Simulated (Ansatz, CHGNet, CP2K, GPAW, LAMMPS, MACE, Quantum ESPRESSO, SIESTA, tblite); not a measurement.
# CP2K on aqueous Li+ and I-, 1.5 mol of salt per kg of water at 360 K (110 atoms): settings against a plane-wave reference

Wanted: CP2K inputs and outputs for aqueous Li+ and I-, 1.5 mol of salt per kg of water at 360 K (110 atoms), checked against a plane-wave reference.

Method: the method is named at each step, in CP2K 2026.2.

**1. The starting structure**

The cell holds 110 atoms: 36 O, 72 H, 1 Li and 1 I. Cell: a = 10.442 Å, b = 10.442 Å, c = 10.442 Å, α = 90.0°, β = 90.0°, γ = 90.0°. 36 H2O, 1 Li+, 1 I- placed at random, at 1.14 g/cm³; overlaps pushed apart, then 10 ps at 420 K with Joung-Cheatham ions (J. Phys. Chem. B 112, 9020 (2008)); SPC/E water (Berendsen, Grigera and Straatsma, J. Phys. Chem. 91, 6269 (1987)). Snapshot after 20 ps at 360 K and fixed volume.

The yardstick, on the same geometry:

- method: Kohn-Sham DFT, PBE, SSSP efficiency 1.3.0 pseudopotentials, plane waves (Quantum ESPRESSO 7.5); sssp-pbe-1.3.0-efficiency, cutoffs 60/480 Ry, Γ point
- r.m.s. force component: 0.5394 eV/Å
- longest force: 1.673 eV/Å
- pressure: -2.009 GPa
- gap (highest filled to lowest empty level): 3.635 eV
- time: 1.7 min on 2 MPI ranks of Arm Neoverse V2, shared host
- CPU time: 3.4 min

**2. PBE, DZVP-MOLOPT-SR, 600/50 Ry, diagonalisation**

Method: Kohn-Sham DFT, PBE, GTH-PBE pseudopotentials, Gaussian and plane waves, DZVP-MOLOPT-SR-GTH, diagonalisation.

Contents of input.inp:

```
&GLOBAL
  PROJECT cell
  RUN_TYPE ENERGY_FORCE
  PRINT_LEVEL LOW
&END GLOBAL
&FORCE_EVAL
  METHOD QS
  STRESS_TENSOR ANALYTICAL
  &DFT
    BASIS_SET_FILE_NAME BASIS_MOLOPT
    POTENTIAL_FILE_NAME GTH_POTENTIALS
    &MGRID
      CUTOFF 600
      REL_CUTOFF 50
      NGRIDS 5
    &END MGRID
    &QS
      EPS_DEFAULT 1.0E-12
    &END QS
    &SCF
      SCF_GUESS ATOMIC
      EPS_SCF 1.0E-06
      MAX_SCF 200
      ADDED_MOS 14
      &DIAGONALIZATION
        ALGORITHM STANDARD
      &END DIAGONALIZATION
      &SMEAR ON
        METHOD FERMI_DIRAC
        ELECTRONIC_TEMPERATURE [K] 580
      &END SMEAR
      &MIXING
        METHOD BROYDEN_MIXING
        ALPHA 0.3
        NBROYDEN 8
      &END MIXING
      &PRINT
        &RESTART OFF
        &END RESTART
      &END PRINT
    &END SCF
    &XC
      &XC_FUNCTIONAL PBE
      &END XC_FUNCTIONAL
    &END XC
    &PRINT
      &MULLIKEN ON
      &END MULLIKEN
      &LOWDIN ON
      &END LOWDIN
      &MO ON
        EIGENVALUES T
        OCCUPATION_NUMBERS T
        MO_INDEX_RANGE 138 161
        &EACH
          QS_SCF 0
        &END EACH
        ADD_LAST NUMERIC
      &END MO
    &END PRINT
  &END DFT
  &SUBSYS
    &CELL
      A 10.44226 0.00000 0.00000
      B 0.00000 10.44226 0.00000
      C 0.00000 0.00000 10.44226
    &END CELL
    &COORD
      O 4.42867 0.32841 0.52002
      H 4.01787 0.34574 1.43153
      H 4.75133 1.24461 0.28236
      O 1.91448 0.55156 5.84631
      H 2.65171 0.25270 6.45227
      H 1.67546 1.49993 6.05463
      O 5.08538 1.64977 5.28076
      H 5.48866 0.73461 5.27616
      H 4.40120 1.70888 6.00764
      O 7.56584 7.55832 6.06142
      H 7.50861 6.91831 6.82767
      H 7.32274 7.08622 5.21403
      O 7.38299 6.64389 8.93200
      H 7.32900 7.58338 9.27001
      H 8.34128 6.36289 8.87978
      O 1.44563 0.59657 9.54287
      H 2.08407 10.27644 9.64844
      H 0.60262 0.26878 9.11630
      O 7.42413 3.98195 9.89049
      H 7.82919 3.32001 9.25978
      H 7.51561 4.90275 9.51133
      O 4.90985 5.89142 7.04142
      H 5.51717 5.12339 6.83811
      H 5.38674 6.54761 7.62619
      O 0.73420 1.62659 1.63881
      H 1.43320 1.33703 2.29270
      H 0.92205 1.21631 0.74641
      O 9.87639 1.14468 4.30211
      H 9.27241 1.32502 5.07849
      H 0.25009 0.66173 4.61976
      O 9.08665 9.99711 0.97510
      H 9.56553 9.20141 1.34590
      H 8.91414 9.85770 0.00000
      O 6.74841 3.92055 6.03051
      H 7.56479 3.62158 6.52474
      H 6.21555 3.12119 5.75275
      O 2.13805 6.52526 0.87026
      H 1.52854 5.74397 0.73597
      H 2.96571 6.22474 1.34413
      O 8.65016 9.17321 8.92134
      H 8.91685 8.36843 8.39098
      H 8.86757 10.00066 8.40362
      O 10.15468 6.53456 8.40905
      H 0.34240 5.76517 8.51462
      H 0.17982 7.28661 7.94426
      O 0.42260 4.37562 0.83277
      H 9.96808 4.42574 0.39305
      H 0.61766 3.42788 1.08516
      O 1.23041 8.42325 7.22949
      H 1.88692 8.66718 7.94322
      H 0.93897 9.24986 6.74810
      O 5.15597 2.72198 0.23359
      H 5.38037 2.55418 1.19355
      H 5.75191 3.43926 10.31476
      O 8.51681 4.75196 3.57929
      H 8.17733 4.48819 4.48224
[... 50 atom lines left out ...]
      H 1.73655 7.87900 5.20338
      H 1.03117 6.65673 4.38189
      Li 9.18679 1.08725 2.33374
      I 9.14063 1.86937 7.67172
    &END COORD
    &KIND O
      BASIS_SET DZVP-MOLOPT-SR-GTH-q6
      POTENTIAL GTH-PBE-q6
    &END KIND
    &KIND H
      BASIS_SET DZVP-MOLOPT-SR-GTH-q1
      POTENTIAL GTH-PBE-q1
    &END KIND
    &KIND Li
      BASIS_SET DZVP-MOLOPT-SR-GTH-q3
      POTENTIAL GTH-PBE-q3
    &END KIND
    &KIND I
      BASIS_SET DZVP-MOLOPT-SR-GTH-q7
      POTENTIAL GTH-PBE-q7
    &END KIND
  &END SUBSYS
  &PRINT
    &FORCES ON
    &END FORCES
    &STRESS_TENSOR ON
    &END STRESS_TENSOR
  &END PRINT
&END FORCE_EVAL
```

Command:

```bash
$ OMP_NUM_THREADS=2 cp2k.psmp -i input.inp > output.txt
```

What it wrote:

```text
CP2K| version string:                                       CP2K version 2026.2
 CP2K| Input file name                                                 input.inp
 GLOBAL| Basis set file name                                        BASIS_MOLOPT
 GLOBAL| Potential file name                                      GTH_POTENTIALS
 GLOBAL| Run type                                                   ENERGY_FORCE
 GLOBAL| Total number of message passing processes                             1
 GLOBAL| Number of threads for this process                                    2
 TOTAL NUMBERS AND MAXIMUM NUMBERS
  Total number of            - Atomic kinds:                                   4
                             - Atoms:                                        110
                             - Shell sets:                                   110
                             - Shells:                                       405
                             - Primitive Cartesian functions:                550
                             - Cartesian basis functions:                    884
                             - Spherical basis functions:                    847
  Maximum angular momentum of- Orbital basis functions:                        2
                             - Local part of the GTH pseudopotential:          6
                             - Non-local part of the GTH pseudopotential:      4
 SCF PARAMETERS         Density guess:                                    ATOMIC
                        max_scf:                                             200
                        eps_scf:                                        1.00E-06
                        added MOs                                        14    0
                        Mixing method:                            BROYDEN_MIXING
                                                charge density mixing in g-space
                        Smear method:                                FERMI_DIRAC
                        Electronic temperature [K]:                        580.0
                        Electronic temperature [a.u.]:                  1.84E-03
                        Accuracy threshold:                             1.00E-10
 Extrapolation method: initial_guess
 Number of electrons:                                                        298
 Number of occupied orbitals:                                                149
 Number of molecular orbitals:                                               163
 Number of orbital functions:                                                847
 Number of independent orbital functions:                                    847
 SCF WAVEFUNCTION OPTIMIZATION
  Step     Update method      Time    Convergence         Total energy    Change
     1 NoMix/Diag. 0.30E+00    5.0     0.88779973      -630.0061527279 -6.30E+02
     2 Broy./Diag. 0.30E+00    6.5     0.21173010      -590.5891109192  3.94E+01
     3 Broy./Diag. 0.30E+00    6.6     0.08997705      -633.7905568228 -4.32E+01
     4 Broy./Diag. 0.30E+00    6.6     0.06700919      -641.2486094981 -7.46E+00
     5 Broy./Diag. 0.30E+00    6.6     0.00648891      -638.7416301613  2.51E+00
     6 Broy./Diag. 0.30E+00    6.9     0.01345754      -639.3337544180 -5.92E-01
     7 Broy./Diag. 0.30E+00    6.9     0.00260771      -639.3704200549 -3.67E-02
[...]
15 Broy./Diag. 0.30E+00    6.8     0.00000370      -639.4214414068 -1.06E-05
    16 Broy./Diag. 0.30E+00    6.8     0.00000348      -639.4212321736  2.09E-04
    17 Broy./Diag. 0.30E+00    6.9     0.00000065      -639.4211688391  6.33E-05
  *** SCF run converged in    17 steps ***
  Electronic density on regular grids:       -298.0000000000        0.0000000000
  Core density on regular grids:              297.9999999999       -0.0000000001
  Total charge density on r-space grids:       -0.0000000001
  Total charge density g-space grids:          -0.0000000001
  Overlap energy of the core charge distribution:               5.04991e-07
  Self energy of the core charge distribution:              -1627.528007
  Core Hamiltonian energy:                                    469.259786
  Hartree energy:                                             675.220408
  Exchange-correlation energy:                               -156.373357
  Electronic entropic energy:                                  -0.000000
  Fermi energy:                                                 0.041711
  Total energy:                                              -639.421169
  Total energy (extrapolated to T->0):                       -639.421169
 MO| EIGENVALUES AND OCCUPATION NUMBERS
 MO|
 MO|  Index      Eigenvalue [a.u.]        Eigenvalue [eV]             Occupation
 MO|    138              -0.112991              -3.074630               2.000000
 MO|    139              -0.112086              -3.050020               2.000000
 MO|    140              -0.108707              -2.958074               2.000000
 MO|    141              -0.107655              -2.929430               2.000000
 MO|    142              -0.105125              -2.860603               2.000000
 MO|    143              -0.104592              -2.846082               2.000000
[...]
MO|    159               0.217931               5.930216               0.000000
 MO|    160               0.227183               6.181954               0.000000
 MO|    161               0.229377               6.241654               0.000000
 MO| Sum:                                                             298.000000
 MO| E(Fermi):            0.041711 a.u.          1.135004 eV
 MO| Band gap:            0.175313 a.u.          4.770509 eV
 !-----------------------------------------------------------------------------!
                     Mulliken Population Analysis
 #  Atom  Element  Kind  Atomic population                           Net charge
       1     O        1          6.313658                             -0.313658
       2     H        2          0.850493                              0.149507
       3     H        2          0.881395                              0.118605
       4     O        1          6.350487                             -0.350487
       5     H        2          0.867409                              0.132591
       6     H        2          0.859773                              0.140227
[...]
# Total charge                            298.000000                 -0.000000
 !-----------------------------------------------------------------------------!
 LOWDIN POPULATION ANALYSIS
 #  Atom  Element  Kind  Atomic population                           Net charge
[...]
108     H        2          0.914083                              0.085917
     109     Li       3          2.469976                              0.530024
     110     I        4          6.793527                              0.206473
 # Total charge                            298.000000                 -0.000000
 ENERGY| Total FORCE_EVAL ( QS ) energy [hartree]           -639.421209
 FORCES| Atomic forces [hartree/bohr]
 FORCES|   Atom     x               y               z               |f|
 FORCES|      1 -1.17650404E-03 -5.51048903E-03  5.22552846E-03   7.68477708E-03
 FORCES|      2  2.64201413E-03  3.77509879E-03 -8.54640890E-03   9.70941371E-03
 FORCES|      3 -6.68425983E-03 -1.28063729E-02  3.58552849E-03   1.48841705E-02
 FORCES|      4 -7.39712723E-03 -8.95547484E-03 -2.74500882E-03   1.19353716E-02
 FORCES|      5 -2.86124925E-03  9.66282103E-03 -3.35531962E-03   1.06214419E-02
 FORCES|      6  8.90359603E-03 -8.55013208E-03 -7.26318344E-04   1.23655295E-02
[...]
FORCES|    108  1.04237706E-02  9.59669519E-03  5.90290857E-03   1.53491329E-02
 FORCES|    109 -4.53895368E-03  9.29436924E-05 -2.19285111E-03   5.04175912E-03
 FORCES|    110 -7.55215887E-03 -4.42382304E-04  2.85844273E-03   8.08711943E-03
 FORCES| Sum    -2.58594760E-03  1.82889625E-03  6.61772774E-03
 FORCES| Total atomic force                                       7.33664139E-03
 STRESS| Analytical stress tensor [bar]
 STRESS|                        x                   y                   z
 STRESS|      x       -1.93234158813E+04   3.25958640669E+03  -8.75123012374E+03
 STRESS|      y        3.25958640669E+03  -1.39146904610E+04   3.62308337271E+03
 STRESS|      z       -8.75123012374E+03   3.62308337271E+03  -1.83654001266E+04
 STRESS| 1/3 Trace                                            -1.72011688230E+04
```

Wall time 2.2 min (2 threads of Arm Neoverse V2, shared host); peak memory 2.9 GiB.

Banners and routine set-up lines are dropped from the logs; longer cuts are marked.

Compared with the plane-wave run:

```yaml
r_m_s_force_component: 0.5388 eV/Å
r_m_s_difference_of_force_components: 33.26 meV/Å
longest_difference_of_force_vectors: 134.4 meV/Å
force_difference_over_r_m_s_force: 6.167 %
slope_of_forces_against_the_reference_s: 0.9971
correlation_of_force_components: 0.9981
spacing_of_highest_filled_and_lowest_empty_level: 4.771 eV
gap_difference: 1.135 eV
pressure: -1.72 GPa
pressure_difference: 0.2892 GPa
```

Length of the force difference by element (eV/Å):

| element | atoms | mean | most |
| --- | --- | --- | --- |
| H | 72 | 0.032 | 0.064 |
| I | 1 | 0.0046 | 0.0046 |
| Li | 1 | 0.028 | 0.028 |
| O | 36 | 0.085 | 0.13 |

Levels nearest the highest filled one (eV from it): -1.03, -1.01, -0.92, -0.89, -0.82, -0.80, -0.72, -0.67, -0.46, -0.35, -0.27, 0.00, 4.77, 6.69, 6.95, 7.07, 7.13, 7.39, 7.51, 7.60, 7.75, 7.97, 8.22, 8.28.

Local excerpt of 10 atoms (numbers count through the whole input) about H98, which bears the longest force; x, y, z are measured from there.

| atom | x | y | z | distance (Å) | bonds | Mulliken charge (e) | Fx | Fy | Fz (eV/Å) |
| --- | --- | --- | --- | --- | --- | --- | --- | --- | --- |
| H98 | 0.00 | 0.00 | 0.00 | 0.00 | 1 | 0.14 | 1.20 | 0.21 | 1.18 |
| O97 | 0.68 | -0.17 | 0.71 | 1.00 | 3 | -0.32 | -0.38 | 0.17 | -0.52 |
| H99 | 0.66 | 0.57 | 1.38 | 1.63 | 1 | 0.15 | -0.27 | -0.10 | -0.41 |
| O19 | -0.12 | 1.08 | -1.58 | 1.92 | 2 | -0.29 | 0.10 | 0.30 | -0.73 |
| H53 | -2.16 | -0.35 | 0.17 | 2.19 | 1 | 0.17 | -0.08 | 1.02 | -0.14 |
| H54 | -1.79 | 0.54 | -1.15 | 2.20 | 1 | 0.17 | 0.33 | -0.51 | 0.29 |
| H20 | 0.29 | 0.42 | -2.21 | 2.27 | 1 | 0.13 | -0.16 | 0.65 | 0.19 |
| O52 | -2.38 | -0.18 | -0.79 | 2.52 | 2 | -0.29 | 0.37 | 0.63 | 0.19 |
| Li109 | 1.65 | -1.81 | 1.31 | 2.78 | 5 | 0.70 | -0.23 | 0.00 | -0.11 |
| H21 | -0.02 | 2.00 | -1.96 | 2.80 | 1 | 0.14 | -0.44 | -0.79 | 0.38 |

Forces lie 6.2 % from the reference's, at 1.2 times its CPU time.

The difference per atom is largest on O (0.085 eV/Å on average, against 0.032 on H).

**3. GFN1-xTB, diagonalisation**

Method: GFN1-xTB tight binding (the program's own implementation), diagonalisation.

Contents of input.inp:

```
&GLOBAL
  PROJECT cell
  RUN_TYPE ENERGY_FORCE
  PRINT_LEVEL LOW
&END GLOBAL
&FORCE_EVAL
  METHOD QS
  STRESS_TENSOR ANALYTICAL
  &DFT
    &QS
      METHOD XTB
      &XTB
        GFN_TYPE 1
        DO_EWALD T
        CHECK_ATOMIC_CHARGES F
      &END XTB
    &END QS
    &SCF
      SCF_GUESS ATOMIC
      EPS_SCF 1.0E-06
      MAX_SCF 200
      ADDED_MOS 14
      &DIAGONALIZATION
        ALGORITHM STANDARD
      &END DIAGONALIZATION
      &SMEAR ON
        METHOD FERMI_DIRAC
        ELECTRONIC_TEMPERATURE [K] 580
      &END SMEAR
      &MIXING
        METHOD BROYDEN_MIXING
        ALPHA 0.3
        NBROYDEN 8
      &END MIXING
      &PRINT
        &RESTART OFF
        &END RESTART
      &END PRINT
    &END SCF
    &PRINT
      &MULLIKEN ON
      &END MULLIKEN
    &END PRINT
  &END DFT
  &SUBSYS
    &CELL
      A 10.44226 0.00000 0.00000
      B 0.00000 10.44226 0.00000
      C 0.00000 0.00000 10.44226
    &END CELL
    &COORD
[... 110 atom lines left out: the same atoms as in the first run ...]
    &END COORD
  &END SUBSYS
  &PRINT
    &FORCES ON
    &END FORCES
    &STRESS_TENSOR ON
    &END STRESS_TENSOR
  &END PRINT
&END FORCE_EVAL
```

Command:

```bash
$ OMP_NUM_THREADS=1 cp2k.psmp -i input.inp > output.txt
```

What it wrote:

```text
CP2K| version string:                                       CP2K version 2026.2
 CP2K| Input file name                                                 input.inp
 GLOBAL| Basis set file name                                           BASIS_SET
 GLOBAL| Potential file name                                           POTENTIAL
[... lines left out ...]
                        Smear method:                                FERMI_DIRAC
[... lines left out ...]
 Number of electrons:                                                        296
[... lines left out ...]
  Step     Update method      Time    Convergence         Total energy    Change
[... lines left out ...]
  *** SCF run converged in    55 steps ***
[... lines left out ...]
  Fermi energy:                                                -0.233704
  Total energy:                                              -212.680903
  Total energy (extrapolated to T->0):                       -212.680903
[... lines left out ...]
 ENERGY| Total FORCE_EVAL ( QS ) energy [hartree]           -212.680905
[... lines left out ...]
 FORCES|      1 -6.94455395E-03  2.64042308E-03  1.38927439E-02   1.57545866E-02
 FORCES|      2  8.23072192E-03  4.46741682E-03 -1.96213260E-02   2.17416428E-02
 FORCES|      3 -9.92350707E-03 -2.00144204E-02  7.29334101E-03   2.34999115E-02
[...]
FORCES|    109 -3.63643717E-03  6.40986715E-04 -1.51384323E-03   3.99077193E-03
 FORCES|    110 -3.75849283E-03  1.51312504E-03 -3.50163425E-03   5.35511514E-03
 FORCES| Sum    -2.42080661E-15 -4.30406578E-15 -3.98986399E-16
 FORCES| Total atomic force                                       4.95423829E-15
 STRESS| Analytical stress tensor [bar]
 STRESS|                        x                   y                   z
 STRESS|      x       -5.18761595056E+04   3.25043970665E+03  -6.96860169799E+03
 STRESS|      y        3.25043970665E+03  -4.50844201516E+04   5.20244909241E+03
 STRESS|      z       -6.96860169799E+03   5.20244909241E+03  -5.48329971018E+04
 STRESS| 1/3 Trace                                            -5.05978589197E+04
```

Wall time 4.9 s (1 thread); peak memory 0.23 GiB.

Against the reference:

```yaml
r_m_s_force_component: 0.726 eV/Å
r_m_s_difference_of_force_components: 362.3 meV/Å
longest_difference_of_force_vectors: 1081 meV/Å
force_difference_over_r_m_s_force: 67.16 %
slope_of_forces_against_the_reference_s: 1.18
correlation_of_force_components: 0.8769
pressure: -5.06 GPa
pressure_difference: -3.05 GPa
```

Against the first run (6.2 %), the force difference from the reference is 67 %, at 0.020 times the CPU time (on 1 against 2 cores) (55 SCF steps against 17); the model has changed, so this is no error of the program alone.

[end of part 1 of 4]

[Long decimals in the printed logs are rounded to 6 places.]

[Also dropped from logs without a mark: lines with file paths, logging warnings of Python, QE's lines on negative density and diagonalisation, SIESTA's first energy breakdown, zero terms and Voronoi charges.]

[Logs are printed without paths, hosts, clocks, repeated set-up lines and the standing remarks that a program may print on its own settings, such as how far it seeks lower states.]

[Hosts, paths, dates, database ids (printed as entryN), source tags and the programs' standing remarks are cut or masked in the printed files.]

[Most failed runs of this program on this cell are left out, timed-out ones always.]
